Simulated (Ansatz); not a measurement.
# Zn7CdS8 (Cd on 12 % of the Zn sites, one arrangement): which shell does photoemission see at 21.2 and 40.8 eV? (LDA, PAW set soft_1)

The valence band of Zn7CdS8 (Cd on 12 % of the Zn sites, one arrangement) mixes several shells. Work out by hand which one leads the spectrum's area at each photon energy.

Filled states come from the projected DOS of Ansatz 0.2.0 (LDA, plane waves); cross sections σ and asymmetry parameters β are those of free atoms in a Dirac–Hartree–Slater calculation. A shell's area is states × σ × angular factor, which is 1 − β·P₂(cos θ)/2 for unpolarised light, with θ = 60° from the beam and P₂ = -0.125.

**At 21.2 eV** (states counted from 10.9 eV below the zero; other shells add 0.3 to the products' sum of 87):

| shell | filled states a cell | cross section (Mb an electron) | β | angular factor | product | share by hand (%) | share in the simulated spectrum (%) |
| --- | --- | --- | --- | --- | --- | --- | --- |
| Zn 3d | 69.20 | 0.394 | 0.01 | 1.00 | 27.3 | 31 | 31 |
| Cd 4d | 9.79 | 0.964 | -0.11 | 0.99 | 9.37 | 11 | 11 |
| S 3p | 41.58 | 1.08 | 1.85 | 1.12 | 50.1 | 58 | 58 |

**At 40.8 eV** (states counted from 14.8 eV below the zero; other shells add 3.8 to the products' sum of 99.1):

| shell | filled states a cell | cross section (Mb an electron) | β | angular factor | product | share by hand (%) | share in the simulated spectrum (%) |
| --- | --- | --- | --- | --- | --- | --- | --- |
| Zn 3d | 69.86 | 0.759 | -0.10 | 0.99 | 52.7 | 53 | 53 |
| Cd 4d | 9.97 | 3.63 | 0.28 | 1.02 | 36.8 | 37 | 37 |
| S 3p | 41.65 | 0.136 | 0.09 | 1.01 | 5.71 | 6 | 6 |

S 3p leads at 21.2 eV and Zn 3d at 40.8 eV. Between the two energies σ of S 3p changes by a factor 0.13 and that of Zn 3d by 1.9, so their ratio moves 15-fold in favour of the second. The simulated spectrum uses the same rule on the energy-resolved DOS, so the two share columns agree within a few points.

Only crystals where the two columns agree within 4 points and the lead is clear are worked in this form. Free-atom cross sections ignore the solid's final states, no escape depth or background enters, and the count of states a shell hangs on the projection.
